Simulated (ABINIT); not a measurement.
# CdSe (F-43m): G0W0 in ABINIT against the wavefunction cutoff in GW

How does the gap of CdSe (F-43m) converge in the wavefunction cutoff in GW?

Method: PBE and many-body steps on it, plane waves, in ABINIT 10.8.3.

Most raw output is cut from this account.

## Step 1: Starting point

It takes space group F-43m (No. 216, cubic). The conventional cell has a = 6.141 Å, b = 6.141 Å, c = 6.141 Å, α = 90.00°, β = 90.00°, γ = 90.00°. Cd has 4 Se at 2.66 Å nearest. Nearest to Se lie 4 Cd at 2.66 Å. Farther neighbours and most contacts between anions are not listed.

The cell and positions are those that the Materials Project relaxed with its own functionals (PBE, PBE+U or r2SCAN), kept fixed.

## Step 2: Screening, 4×4×4 mesh, 85 bands, screening to 130.6 eV

This step: ABINIT 10.8.3; RPA screening on PBE, plane waves, norm-conserving pseudopotentials.

The RPA dielectric matrix is built and inverted for each q.

run.abi

```
acell 3*1.0 Angstrom
rprim 
  -0.000000000000 3.070271198600 3.070271198600
  3.070271198600 -0.000000000000 3.070271198600
  3.070271198600 3.070271198600 0.000000000000
ntypat 2
znucl 48 34
natom 2
typat 1 2
xred 
  0.000000000000 0.000000000000 0.000000000000
  0.750000000000 0.750000000000 0.750000000000
pp_dirpath "pseudos"
pseudos "Cd.upf, Se.upf"
ecut 47
ngkpt 4 4 4
nshiftk 1
shiftk 0 0 0
kptopt 1
chksymbreak 0
istwfk *1
occopt 1
irdwfk 1
optdriver 3
nband 85
ecuteps 4.8
inclvkb 2
awtr 1
symchi 1
ecutwfn 14.1
indata_prefix "in"
outdata_prefix "out"
tmpdata_prefix "tmp"
```

Run with:

```console
> OMP_NUM_THREADS=1 mpirun -n 8 abinit run.abi > log
```

The job ended after 10 s (8 MPI ranks of AMD EPYC 7R43, shared host; peak memory 0.95 GiB; 81 s of CPU time).

Numbers from this step:

| Quantity | Value |
| --- | --- |
| ε∞ with local fields, on this mesh, along the program's q direction | 56.25 |
| the same without local fields | 58.42 |
| plasma frequency | 28.84 eV |
| plane waves in the screening matrix | 181 |

Local fields lower ε∞ by 4 %.

## Step 3: 14.1 Ha

This step: G0W0 on PBE, plane waves, norm-conserving pseudopotentials.

Changes to run.abi since step 2:

```diff
@@ -23,8 +23,15 @@
 irdwfk 1
-optdriver 3
+optdriver 4
 nband 85
+gwcalctyp 0
+ecutsigx 14.1
+symsigma 1
+nkptgw 1
+kptgw 
+  0.0000000000 0.0000000000 0.0000000000
+bdgw 
+  16 22
 ecuteps 4.8
-inclvkb 2
-awtr 1
-symchi 1
+irdscr 1
+ppmodel 1
 ecutwfn 14.1
```

It took 3.8 s on 8 MPI ranks; peak memory 0.78 GiB.

This step gave:

- G0W0 gap on the points computed: 1.476 eV
- starting gap on the mesh: 0.5475 eV
- k of the valence top: 0, 0, 0
- k of the conduction bottom: 0, 0, 0
- Z at the valence top: 0.792
- Z at the conduction bottom: 0.813
- least direct G0W0 gap on the computed points: 1.476 eV

## Step 4: Screening, 4×4×4 mesh, 85 bands, screening to 130.6 eV

This step: RPA screening on PBE, plane waves, norm-conserving pseudopotentials.

Changes to run.abi since step 3:

```diff
@@ -23,16 +23,9 @@
 irdwfk 1
-optdriver 4
+optdriver 3
 nband 85
-gwcalctyp 0
-ecutsigx 14.1
-symsigma 1
-nkptgw 1
-kptgw 
-  0.0000000000 0.0000000000 0.0000000000
-bdgw 
-  16 22
 ecuteps 4.8
-irdscr 1
-ppmodel 1
-ecutwfn 14.1
+inclvkb 2
+awtr 1
+symchi 1
+ecutwfn 23.5
 indata_prefix "in"
```

Elapsed: 9.2 s, on 8 MPI ranks; peak memory 1.1 GiB; 71 s of CPU time.

This step gave:

```yaml
eps_infinity_with_local_fields_on_this_mesh_along_the_program_s_q_direction: 55.57
the_same_without_local_fields: 57.70
plasma_frequency: 29.26 eV
plane_waves_in_the_screening_matrix: 181
```

## Step 5: 23.5 Ha

The self-energy is evaluated for the states that the input lists, and the levels follow from it, in one-shot runs by the linearised quasiparticle equation.

This step: G0W0 on PBE, plane waves, norm-conserving pseudopotentials.

Changes to run.abi since step 4:

```diff
@@ -23,8 +23,15 @@
 irdwfk 1
-optdriver 3
+optdriver 4
 nband 85
+gwcalctyp 0
+ecutsigx 23.5
+symsigma 1
+nkptgw 1
+kptgw 
+  0.0000000000 0.0000000000 0.0000000000
+bdgw 
+  16 22
 ecuteps 4.8
-inclvkb 2
-awtr 1
-symchi 1
+irdscr 1
+ppmodel 1
 ecutwfn 23.5
```

Run time: 4.1 s. Hardware: 8 MPI ranks; peak memory 0.93 GiB.

Numbers from this step:

* G0W0 gap on the points computed: 1.619 eV
* starting gap on the mesh: 0.5475 eV
* k of the valence top: 0, 0, 0
* k of the conduction bottom: 0, 0, 0
* Z at the valence top: 0.79
* Z at the conduction bottom: 0.812
* least direct G0W0 gap on the computed points: 1.619 eV

The gap on the mesh goes from 0.55 eV to 1.62 eV, a correction of +1.07 eV.

## Step 6: Screening, 4×4×4 mesh, 85 bands, screening to 130.6 eV

This step: RPA screening on PBE, plane waves, norm-conserving pseudopotentials.

Changes to run.abi since step 5:

```diff
@@ -23,16 +23,9 @@
 irdwfk 1
-optdriver 4
+optdriver 3
 nband 85
-gwcalctyp 0
-ecutsigx 23.5
-symsigma 1
-nkptgw 1
-kptgw 
-  0.0000000000 0.0000000000 0.0000000000
-bdgw 
-  16 22
 ecuteps 4.8
-irdscr 1
-ppmodel 1
-ecutwfn 23.5
+inclvkb 2
+awtr 1
+symchi 1
+ecutwfn 35.2
 indata_prefix "in"
```

The job ended after 17 s (8 MPI ranks; peak memory 1.5 GiB).

This step gave:

```yaml
eps_infinity_with_local_fields_on_this_mesh_along_the_program_s_q_direction: 55.46
the_same_without_local_fields: 57.58
plasma_frequency: 29.28 eV
plane_waves_in_the_screening_matrix: 181
```

## Step 7: 35.2 Ha

This step: G0W0 on PBE, plane waves, norm-conserving pseudopotentials.

Changes to run.abi since step 6:

```diff
@@ -23,8 +23,15 @@
 irdwfk 1
-optdriver 3
+optdriver 4
 nband 85
+gwcalctyp 0
+ecutsigx 35.2
+symsigma 1
+nkptgw 1
+kptgw 
+  0.0000000000 0.0000000000 0.0000000000
+bdgw 
+  16 22
 ecuteps 4.8
-inclvkb 2
-awtr 1
-symchi 1
+irdscr 1
+ppmodel 1
 ecutwfn 35.2
```

Run time: 4.6 s. Hardware: 8 MPI ranks; peak memory 1.3 GiB; 34 s of CPU time.

This step gave:

* G0W0 gap on the points computed: 1.640 eV
* starting gap on the mesh: 0.5475 eV
* k of the valence top: 0, 0, 0
* k of the conduction bottom: 0, 0, 0
* least direct G0W0 gap on the computed points: 1.640 eV

Against the run before, the gap moves by +0.021 eV.

## Step 8: Screening, 4×4×4 mesh, 85 bands, screening to 130.6 eV

This step: RPA screening on PBE, plane waves, norm-conserving pseudopotentials.

Changes to run.abi since step 7:

```diff
@@ -23,16 +23,8 @@
 irdwfk 1
-optdriver 4
+optdriver 3
 nband 85
-gwcalctyp 0
-ecutsigx 35.2
-symsigma 1
-nkptgw 1
-kptgw 
-  0.0000000000 0.0000000000 0.0000000000
-bdgw 
-  16 22
 ecuteps 4.8
-irdscr 1
-ppmodel 1
-ecutwfn 35.2
+inclvkb 2
+awtr 1
+symchi 1
 indata_prefix "in"
```

Run time: 27 s. Hardware: 8 MPI ranks; peak memory 2.2 GiB.

Numbers from this step:

```yaml
eps_infinity_with_local_fields_on_this_mesh_along_the_program_s_q_direction: 55.46
the_same_without_local_fields: 57.58
plasma_frequency: 29.28 eV
plane_waves_in_the_screening_matrix: 181
```

## Step 9: 47 Ha

This step: G0W0 on PBE, plane waves, norm-conserving pseudopotentials.

Changes to run.abi since step 8:

```diff
@@ -23,8 +23,15 @@
 irdwfk 1
-optdriver 3
+optdriver 4
 nband 85
+gwcalctyp 0
+ecutsigx 47
+symsigma 1
+nkptgw 1
+kptgw 
+  0.0000000000 0.0000000000 0.0000000000
+bdgw 
+  16 22
 ecuteps 4.8
-inclvkb 2
-awtr 1
-symchi 1
+irdscr 1
+ppmodel 1
 indata_prefix "in"
```

Elapsed: 9.3 s, on 8 MPI ranks; peak memory 1.9 GiB; 72 s of CPU time.

This step gave:

```
G0W0 gap on the points computed              : 1.643 eV
starting gap on the mesh                     : 0.5475 eV
k of the valence top                         : 0, 0, 0
k of the conduction bottom                   : 0, 0, 0
least direct G0W0 gap on the computed points : 1.643 eV
```

Against the run before, the gap moves by +0.003 eV.

## Step 10: Side by side

Times are wall times on 8 MPI ranks of AMD EPYC 7R43, shared host, good to a factor of about two. A run's time includes the screening step that it read.

```tsv
run	mesh	bands	screening cutoff (eV)	DFT gap (eV)	gap on the mesh (eV)	direct (eV)	ε∞ used	time
14.1 Ha	4×4×4	85	130.6	0.547	1.476	1.476	56.25	14 s
23.5 Ha	4×4×4	85	130.6	0.547	1.619	1.619	55.57	13 s
35.2 Ha	4×4×4	85	130.6	0.547	1.640	1.640	55.46	22 s
47 Ha	4×4×4	85	130.6	0.547	1.643	1.643	55.46	36 s
```

## Step 11: What came out

```
14.1 Ha      : 1.476 eV
23.5 Ha      : 1.619 eV
35.2 Ha      : 1.640 eV
47 Ha        : 1.643 eV
known limits : not at the basis limit; exchange with frozen shells missing; mesh may overstate the screening; no spin-orbit coupling; coarse k mesh
```

What this shows: The setting moved: wavefunction cutoff in GW. From 14.1 Ha to 47 Ha the gap moves by +0.17 eV, for 2.5 times the time. It holds to 0.03 eV from 23.5 Ha on. Bands and screening cutoff are coupled, so a series along one setting does not show full convergence. The exchange cutoff follows the wavefunction cutoff here. Bands and cutoff are finite, so the gap is not at the basis limit. The miss can reach some tenths of an eV and take either sign; the mesh is an error of its own. In the first G0W0 run levels were corrected at 1 k point alone, so a gap called «on the mesh» is the least over those, and an edge elsewhere would be missed. The 4×4×4 mesh is coarse for this cell, which bears on the long-range parts of exchange and screening. The norm-conserving file of at least one element keeps a d shell over frozen s and p shells of the same row. Exchange with those shells is missing from the self-energy, an error of 0.3 to 0.9 eV in cases checked, whose sign depends on which edge lies on those atoms. For the PBE start: The RPA ε∞ on this mesh reaches over 25; with a narrow direct gap a coarse mesh can overstate it, and the correction is then too small. The many-body steps are scalar-relativistic: spin-orbit coupling is not in them.

[Paths, hosts, dates, memory and timing lines, banners, echoed tables and standing remarks are left out of the program output.]

[Logs are printed without paths, hosts, clocks, repeated set-up lines and the standing remarks that a program may print on its own settings, such as how far it seeks lower states.]

[Runs of the session that timed out or met a known fault of the program may be left out.]

[No measured gap is set beside runs whose start may be inverted or whose files or cutoffs have a known fault.]

[Hosts, paths, dates, database ids (printed as entryN), source tags and the programs' standing remarks are cut or masked in the printed files.]

[G0W0 gaps are taken among the corrected bands and points alone; a level outside them can change the order at an edge.]

[Where Ansatz stands beside ABINIT at settings called matched, ABINIT's density can come from a denser mesh and the files from another edition; pairs whose starting gaps differed by over 0.03 eV were left out, so agreement reads better than it is.]
